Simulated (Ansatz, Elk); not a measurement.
# BaTi3Ni: X-ray structure factors from the self-consistent density

The structure of BaTi3Ni used here is made up (a known structure type with other elements) and was relaxed beforehand with PBE. The aim is the Fourier transform of its all-electron density, F(hkl), set beside the sum over free spherical atoms that refinements use.

Method: DFT, PBE, all-electron APW+lo, Dirac cores, scalar-relativistic bands, static density, no spin, in Elk 11.2.3 (patched build).

The structure was built from a prototype and need not be the compound's stable phase.

## Step 1: Starting point

Symmetry: I4mm, No. 107, tetragonal system. The conventional cell has a = 4.258 Å, b = 4.258 Å, c = 11.898 Å, α = 90.00°, β = 90.00°, γ = 90.00°. Ba has 8 Ti at 3.27 to 3.58 Å and 4 Ni at 3.35 Å nearest. Ni has 5 Ti at 2.55 to 2.75 Å and 4 Ba at 3.35 Å nearest. Nearest to Ti lie 1 Ni at 2.75 Å and 4 Ti at 2.79 Å and 4 Ba at 3.27 Å. Ti has 2 Ni at 2.55 Å and 6 Ti at 2.79 to 3.01 Å and 2 Ba at 3.58 Å nearest. Farther neighbours are not listed.

## Step 2: Ground state and structure factors

An all-electron density is needed, since X-rays see the cores too. Task 0 finds the density and task 195 Fourier-transforms it; tshift is off so that phases refer to the origin typed.

Input file elk.in:

```
tasks
  0
  195

xctype
  20

spinpol
  .false.

rgkmax
  7.0

gmaxvr
  14.0

lmaxo
  7

lmaxapw
  8

swidth
  0.002

tshift
  .false.

ramdisk
  .false.

hmaxvr
  5.5

maxscl
  120

epspot
  1e-06

sppath
  './'

avec
  -4.02276290908 4.02276290908 11.24151241539
  4.02276290908 -4.02276290908 11.24151241539
  4.02276290908 4.02276290908 -11.24151241539

atoms
  3
  'Ba.in'
  1
  0.9961995902 0.9961995902 -0.0000000000   0.000000 0.000000 0.000000
  'Ni.in'
  1
  0.6205214868 0.6205214868 0.0000000000   0.000000 0.000000 0.000000
  'Ti.in'
  3
  0.3896236772 0.3896236772 -0.0000000000   0.000000 0.000000 0.000000
  0.2383276229 0.7383276229 0.5000000000   0.000000 0.000000 0.000000
  0.7383276229 0.2383276229 0.5000000000   0.000000 0.000000 0.000000

ngridk
  7 7 7
```

On the command line:

```
OMP_NUM_THREADS=4 elk
```

Numbers of over 12 decimals in the logs are rounded to 6 here.

The log of the run:

```text
┌─────────────────────────┐
│ Elk code version 11.2.3 │
└─────────────────────────┘

All units are atomic (Hartree, Bohr, etc.)

┌─────────────────────────────────────────────────┐
│ Ground-state run starting from atomic densities │
└─────────────────────────────────────────────────┘

Lattice vectors :
  -4.022762909       4.022762909       11.24151242
   4.022762909      -4.022762909       11.24151242
   4.022762909       4.022762909      -11.24151242

Reciprocal lattice vectors :
  0.1017083159E-16  0.7809539674      0.2794635221
  0.7809539674      0.1017083159E-16  0.2794635221
  0.7809539674      0.7809539674      0.5315116263E-17

Unit cell volume      :    727.6685585
Brillouin zone volume :   0.3408835115

Muffin-tin inner radius fraction :   0.1000000000E-01

Nuclei treated as point charges

Species : 1 (Ba)
 parameters loaded from : Ba.in
 name : barium
 nuclear charge    :   -56.00000000
 electronic charge :    56.00000000
 atomic mass :    250331.8071
 muffin-tin radius :    2.800000000
 number of radial points in muffin-tin :   1393
 inner part over the whole radius :   0.9950032293E-02
 number on inner part of muffin-tin    :    996
 approximate nuclear radius :   0.9171481901E-04
 number of mesh points to nuclear radius :    504
 atomic positions (lattice), magnetic fields (Cartesian) :
  1 :   0.99619959  0.99619959  0.00000000    0.00000000  0.00000000  0.00000000

Species : 2 (Ni)
 parameters loaded from : Ni.in
 name : nickel
 nuclear charge    :   -28.00000000
 electronic charge :    28.00000000
 atomic mass :    106991.5231
 muffin-tin radius :    2.383210237
 number of radial points in muffin-tin :    993
 inner part over the whole radius :   0.9964875906E-02
 number on inner part of muffin-tin    :    701
 approximate nuclear radius :   0.7325707712E-04
 number of mesh points to nuclear radius :    335
 atomic positions (lattice), magnetic fields (Cartesian) :
  1 :   0.62052149  0.62052149  0.00000000    0.00000000  0.00000000  0.00000000

Species : 3 (Ti)
 parameters loaded from : Ti.in
 name : titanium
 nuclear charge    :   -22.00000000
 electronic charge :    22.00000000
 atomic mass :    87256.20317
 muffin-tin radius :    2.383210237
 number of radial points in muffin-tin :    993
 inner part over the whole radius :   0.9851022908E-02
 number on inner part of muffin-tin    :    698
 approximate nuclear radius :   0.6805665174E-04
 number of mesh points to nuclear radius :    325
 atomic positions (lattice), magnetic fields (Cartesian) :
  1 :   0.38962368  0.38962368  0.00000000    0.00000000  0.00000000  0.00000000
  2 :   0.23832762  0.73832762  0.50000000    0.00000000  0.00000000  0.00000000
  3 :   0.73832762  0.23832762  0.50000000    0.00000000  0.00000000  0.00000000

Total number of atoms per unit cell :    5
Total muffin-tin volume :    318.7484672
 ratio of muffin-tin to unit cell volume :   0.4380407309

Spin treatment :
 spin-unpolarised

Number of Bravais lattice symmetries :   16
Number of crystal symmetries         :    8
Crystal has no inversion symmetry
Complex Hermitian eigensolver will be used

k-point grid :      7     7     7
k-point offset :    0.000000000       0.000000000       0.000000000
k-point set is reduced with full crystal symmetry group
Total number of k-points :       70

Muffin-tin radius times maximum |G+k| :    7.000000000
 using average radius
Maximum |G+k| for APW functions       :    2.837951138
Maximum (1/2)|G+k|²                   :    4.026983331
Maximum |G| for potential and density :    14.00000000
Constant for pseudocharge density :   10
 order of it for each species :   17  17  17
 order of it for pair densities of each species (exact exchange by exxq0 0: 18) :   13   9   9
Radial integration step length :    1

G-vector grid sizes :     60    60    60
Number of G-vectors :    33659

Maximum angular momentum used for
 APW functions            :    8
 outer part of muffin-tin :    7
 inner part of muffin-tin :    2

Total nuclear charge    :   -150.0000000
[...]
correlation                 :     -7.253675
 electron entropic           :    -0.18770902159603E-02
 total energy                :     -12222.307210104

Density of states at Fermi energy :    137.2307186
 (states/Hartree/unit cell)

Estimated indirect band gap :   0.9850591250E-03
 from k-point 17 to k-point 42
Estimated direct band gap   :   0.3510351810E-02
 at k-point 17

Charges :
 core                        :    78.00000000
 valence                     :    72.00000000
 interstitial                :    8.051338045
 muffin-tins (core leakage)
  species : 1 (Ba)
   atom 1                    :    53.68454866     (  0.5218537048E-05)
  species : 2 (Ni)
[...]
species : 3 (Ti)
[...]
total in muffin-tins        :    141.9486620
 total calculated charge     :    149.9994940
 total charge                :    150.0000000
 error                       :   0.5059643817E-03

RMS change in Kohn-Sham potential (target) :   0.3380278398     (  0.1000000000E-05)
Absolute change in total energy (target)   :   0.4190629624E-01 (  0.1000000000E-03)

[... loops 3 to 22 left out ...]

┌──────────────────┐
│ Loop number : 23 │
└──────────────────┘

Energies :
 Fermi                       :     0.255469
 sum of occupied eigenvalues :     -7378.9064802285
 electron kinetic            :      12819.046918396
 core electron kinetic       :      12189.803509090
 Coulomb                     :     -24652.112298146
 Coulomb potential           :     -19692.329076038
 nuclear-nuclear             :     -1351.4674353622
 electron-nuclear            :     -26941.453257529
 Hartree                     :      3640.8083947459
 Madelung                    :     -14805.947760127
 xc potential                :     -505.62432258705
 exchange                    :     -381.25963533502
 correlation                 :     -7.248746
 electron entropic           :    -0.21797370957984E-02
 total energy                :     -12221.575940872

Density of states at Fermi energy :    157.5950556
 (states/Hartree/unit cell)

Estimated indirect band gap :   0.2669284772E-02
 from k-point 29 to k-point 23
Estimated direct band gap   :   0.3041676130E-02
 at k-point 17

Charges :
 core                        :    78.00000000
 valence                     :    72.00000000
 interstitial                :    8.023610924
 muffin-tins (core leakage)
  species : 1 (Ba)
[...]
species : 2 (Ni)
[...]
species : 3 (Ti)
[...]
total in muffin-tins        :    141.9763891
 total calculated charge     :    149.9994926
 total charge                :    150.0000000
 error                       :   0.5073988916E-03

RMS change in Kohn-Sham potential (target) :   0.3258443053E-06 (  0.1000000000E-05)
Absolute change in total energy (target)   :   0.2062733984E-06 (  0.1000000000E-03)

Convergence targets achieved

┌──────────────────┐
│ Loop number : 24 │
└──────────────────┘

Energies :
 Fermi                       :     0.255469
 sum of occupied eigenvalues :     -7378.9064702059
 electron kinetic            :      12819.046917694
 core electron kinetic       :      12189.803510324
 Coulomb                     :     -24652.112293053
 Coulomb potential           :     -19692.329078871
 nuclear-nuclear             :     -1351.4674353622
 electron-nuclear            :     -26941.453244255
 Hartree                     :      3640.8083865639
 Madelung                    :     -14805.947753618
 xc potential                :     -505.62430902949
 exchange                    :     -381.25963483583
 correlation                 :     -7.248746
 electron entropic           :    -0.21797368421006E-02
 total energy                :     -12221.575935973

Density of states at Fermi energy :    157.5950275
 (states/Hartree/unit cell)

Estimated indirect band gap :   0.2669289005E-02
 from k-point 29 to k-point 23
Estimated direct band gap   :   0.3041682139E-02
 at k-point 17

Charges :
 core                        :    78.00000000
 valence                     :    72.00000000
 interstitial                :    8.023611064
 muffin-tins (core leakage)
  species : 1 (Ba)
[...]
species : 2 (Ni)
[...]
species : 3 (Ti)
   atom 1                    :    20.32234282     ( -0.2199003433E-06)
   atom 2                    :    20.25809601     ( -0.2199051572E-06)
   atom 3                    :    20.25809601     ( -0.2199051572E-06)
 total in muffin-tins        :    141.9763889
 total calculated charge     :    149.9994926
 total charge                :    150.0000000
 error                       :   0.5073988717E-03

┌──────────────────────────────┐
│ Self-consistent loop stopped │
└──────────────────────────────┘

Warning : core states of species 2 leak from the muffin-tin :   0.3049637903E-03

Wrote STATE.OUT
```

Wall time 2 min (4 threads of Arm Neoverse V2, shared host); peak memory 0.27 GiB; 6.9 min of CPU time.

SFACRHO.OUT:

```text

h k l indices transformed by vhmat matrix:
   1.000000000       0.000000000       0.000000000    
   0.000000000       1.000000000       0.000000000    
   0.000000000       0.000000000       1.000000000    

      h      k      l  multipl.   |H|            Re(F)            Im(F)           |F|

      0      0      0      1   0.0000000       150.00000      0.26333218E-16   150.00000    
      1      1     -1      1  0.55892704       17.527750       9.9701890       20.164987    
     -1     -1      1      1  0.55892704       17.527750      -9.9701890       20.164987    
      1      0     -1      4  0.82945100       17.001114      -6.5495010       18.219052    
      0     -1      1      4  0.82945100       17.001114       6.5495010       18.219052    
      0      0     -1      4   1.1044357       53.375179     -0.11997199E-13   53.375179    
     -2     -2      2      1   1.1178541       39.785122       17.530480       43.476128    
      2      2     -2      1   1.1178541       39.785122      -17.530480       43.476128    
      1      2     -2      4   1.1457695       69.601333      -6.4441220       69.899015    
     -1     -2      2      4   1.1457695       69.601333       6.4441220       69.899015    
      0      2     -1      4   1.2378116       82.018709     -0.34127676       82.019419    
      0     -2      1      4   1.2378116       82.018709      0.34127676       82.019419    
      1     -1     -1      4   1.5619079       107.77071      0.93503520E-14   107.77071    
     -1     -3      2      4   1.5714248      -20.806273      -1.5522286       20.864093    
      2      2     -3      4   1.5714248      -20.806273       1.5522286       20.864093    
     -2     -3      3      4   1.6007453       72.047206      -2.7560742       72.099902    
      2      3     -3      4   1.6007453       72.047206       2.7560742       72.099902    
      2      0      0      4   1.6589020       16.686075       8.3035515       18.637973
```

Elk indexes on the primitive cell of elk.in and gives |H| = 4π sin θ/λ in inverse bohr. Below, one row stands for each form hkl of the conventional cell (m members, Friedel mates merged), F is for one primitive cell and the density is static (no thermal factor). Free-atom factors are Waasmaier and Kirfel's, and R is Σm||F|−|F'||/Σm|F|.

| hkl | m | sin θ/λ (Å⁻¹) | abs F, DFT | neutral atoms | diff. | abs of complex diff. |
| --- | --- | --- | --- | --- | --- | --- |
| 002 | 2 | 0.084 | 20.165 | 20.321 | -0.156 | 0.161 |
| 101 | 8 | 0.125 | 18.219 | 18.320 | -0.101 | 0.168 |
| 110 | 4 | 0.166 | 53.375 | 53.062 | +0.313 | 0.313 |
| 004 | 2 | 0.168 | 43.476 | 43.810 | -0.334 | 0.371 |
| 103 | 8 | 0.172 | 69.899 | 69.732 | +0.167 | 0.245 |
| 112 | 8 | 0.186 | 82.019 | 82.314 | -0.295 | 0.373 |
| 200 | 4 | 0.235 | 107.771 | 108.311 | -0.540 | 0.540 |
| 114 | 8 | 0.236 | 20.864 | 21.324 | -0.460 | 0.460 |
| 105 | 8 | 0.241 | 72.100 | 72.378 | -0.278 | 0.286 |
| 202 | 8 | 0.249 | 18.638 | 18.383 | +0.255 | 0.299 |
| 006 | 2 | 0.252 | 4.150 | 3.825 | +0.326 | 0.369 |
| 211 | 16 | 0.266 | 16.298 | 16.194 | +0.104 | 0.135 |
| 204 | 8 | 0.289 | 36.353 | 36.230 | +0.123 | 0.124 |
| 213 | 16 | 0.291 | 57.793 | 58.034 | -0.241 | 0.258 |

## Step 3: The highest occupied states alone

An energy window below the Fermi level keeps the highest occupied states, to see at which angles they scatter; shallow core shells can lie inside it and anion s states outside. No new self-consistency is needed.

Edit elk.in of step 2 so:

```diff
@@ -1,3 +1,2 @@
 tasks
-  0
   195
@@ -40,2 +39,5 @@
 
+wsfac
+  -0.295770 0.555470
+
 sppath
```

On the command line:

```
OMP_NUM_THREADS=4 elk
```

The log of the run:

```text
┌─────────────────────────────────┐
│ Elk code version 11.2.3 started │
└─────────────────────────────────┘

Info(readinput): the functional depends on the density's gradient
 muffin-tin radial points multiplied by    2.00000
 (not where nrmtscf is given)

┌────────────────────┐
│ Current task : 195 │
└────────────────────┘
Info(checkmt): changed muffin-tin radius of species 2 (Ni) from   2.4000 to   2.3832
Info(checkmt): changed muffin-tin radius of species 3 (Ti) from   2.4000 to   2.3832

Info(sfacrho): density structure factors written to SFACRHO.OUT

 Energy window :  -0.2957700000      0.5554700000

┌──────────────────┐
│ Elk code stopped │
└──────────────────┘
```

Wall time 16 s (4 threads); peak memory 0.17 GiB; 22 s of CPU time.

States within 15 eV below the Fermi level hold 30.00 electrons; any levels below the window count with the cores. Their amplitudes can exceed the total, where window and core parts have opposite phase:

```
hkl  sin θ/λ (Å⁻¹)  abs F, window  abs F, all
002          0.084          6.622      20.165
101          0.125          5.437      18.219
110          0.166          8.041      53.375
004          0.168          3.236      43.476
103          0.172          8.218      69.899
112          0.186          6.397      82.019
200          0.235          7.536     107.771
114          0.236          5.811      20.864
105          0.241          5.782      72.100
202          0.249          4.304      18.638
```

## Step 4: Another functional

The difference from free atoms is small, so it is set against the change that LDA (Perdew-Wang) makes.

Edit elk.in of step 3 so:

```diff
@@ -1,2 +1,3 @@
 tasks
+  0
   195
@@ -4,3 +5,3 @@
 xctype
-  20
+  3
 
@@ -39,5 +40,2 @@
 
-wsfac
-  -0.295770 0.555470
-
 sppath
```

On the command line:

```
OMP_NUM_THREADS=4 elk
```

The log of the run:

```text
┌─────────────────────────┐
│ Elk code version 11.2.3 │
└─────────────────────────┘

All units are atomic (Hartree, Bohr, etc.)

┌─────────────────────────────────────────────────┐
│ Ground-state run starting from atomic densities │
└─────────────────────────────────────────────────┘

Lattice vectors :
  -4.022762909       4.022762909       11.24151242
   4.022762909      -4.022762909       11.24151242
   4.022762909       4.022762909      -11.24151242

Reciprocal lattice vectors :
  0.1017083159E-16  0.7809539674      0.2794635221
[...]
species : 1 (Ba)
[...]
species : 2 (Ni)
[...]
species : 3 (Ti)
[...]
atom 2                    :    20.27724802     ( -0.3530063987E-05)
   atom 3                    :    20.27724802     ( -0.3530063987E-05)
 total in muffin-tins        :    142.0436021
 total calculated charge     :    149.9994791
 total charge                :    150.0000000
 error                       :   0.5208554375E-03

┌──────────────────────────────┐
│ Self-consistent loop stopped │
└──────────────────────────────┘

Warning : core states of species 2 leak from the muffin-tin :   0.3170731324E-03

Wrote STATE.OUT
[key lines of the parts left out:]
total energy                :     -12207.458150855
```

It took 75 s on 4 threads; peak memory 0.2 GiB; 4.5 min of CPU time.

Against the first run R = 0.03 %; the largest change is -0.055 at 220.

## Step 5: A coarser k-mesh

About half the k-points along each axis test the sampling.

Edit elk.in of step 4 so:

```diff
@@ -5,3 +5,3 @@
 xctype
-  3
+  20
 
@@ -63,2 +63,2 @@
 ngridk
-  7 7 7
+  4 4 4
```

On the command line:

```
OMP_NUM_THREADS=4 elk
```

The log of the run:

```text
┌─────────────────────────┐
│ Elk code version 11.2.3 │
└─────────────────────────┘

All units are atomic (Hartree, Bohr, etc.)

┌─────────────────────────────────────────────────┐
│ Ground-state run starting from atomic densities │
└─────────────────────────────────────────────────┘

Lattice vectors :
  -4.022762909       4.022762909       11.24151242
   4.022762909      -4.022762909       11.24151242
   4.022762909       4.022762909      -11.24151242

Reciprocal lattice vectors :
  0.1017083159E-16  0.7809539674      0.2794635221
[...]
species : 1 (Ba)
[...]
species : 2 (Ni)
[...]
species : 3 (Ti)
[...]
atom 2                    :    20.25925751     ( -0.2199055320E-06)
   atom 3                    :    20.25925751     ( -0.2199055320E-06)
 total in muffin-tins        :    141.9801275
 total calculated charge     :    149.9994906
 total charge                :    150.0000000
 error                       :   0.5094071780E-03

┌──────────────────────────────┐
│ Self-consistent loop stopped │
└──────────────────────────────┘

Warning : core states of species 2 leak from the muffin-tin :   0.3048505415E-03

Wrote STATE.OUT
[key lines of the parts left out:]
total energy                :     -12221.576616035
```

It took 47 s on 4 threads; peak memory 0.27 GiB.

Against the first run R = 0.01 %; the largest change is +0.013 at 200.

## Step 6: Settings against the effect

```csv
run,R against the first run (%),"R against neutral atoms, low angle (%)",wall time
"PBE, rgkmax 7",0.00,0.53,2 min
LDA (Perdew-Wang),0.03,0.54,75 s
k-mesh 4×4×4,0.01,0.53,47 s
```

## Step 7: Results

```yaml
r_against_neutral_atoms_sin_theta_lambda_0p3_a_minus1: 0.53 %
r_against_neutral_atoms_0p3_to_0p76_a_minus1: 0.14 %
```

**Reading.** Independent neutral atoms miss the calculated amplitudes by R = 0.53 % below 0.3 Å⁻¹ and 0.14 % from there to 0.76 Å⁻¹; by shells, 0.60 % below 0.15 Å⁻¹ (2 forms), 0.53 % 0.15 to 0.3 (12 forms), 0.12 % 0.3 to 0.45 (23 forms), 0.14 % above 0.45 (112 forms). Bonding, aspherical density and the tables' own atoms all enter these figures, and the runs don't part them. The largest change of an amplitude is -0.54 electrons, at 200. R counts amplitudes alone; phases shift too. The window's part falls from 30.0 electrons at the origin to at most 2.20 between 0.45 and 0.76 Å⁻¹, where compact states inside the window still scatter. The window holds more than the 24 outer electrons of the free atoms, so shallow core shells lie inside it. Below 0.3 Å⁻¹ the changes that finished (LDA (Perdew-Wang) and k-mesh 4×4×4) move F by R = 0.02 % at most, against the 0.53 % that separates it from free atoms. The basis has no finished test. These runs have no spin, though d or f shells may be open. Part of the difference isn't bonding: the tables are fits to free atoms and ions calculated by other methods than this functional. Thermal motion, anomalous dispersion and extinction are left out.

[Logs are printed without paths, hosts, clocks, repeated set-up lines and the standing remarks that a program may print on its own settings, such as how far it seeks lower states.]

[Hosts, paths, dates, database ids (printed as entryN), source tags and the programs' standing remarks are cut or masked in the printed files.]
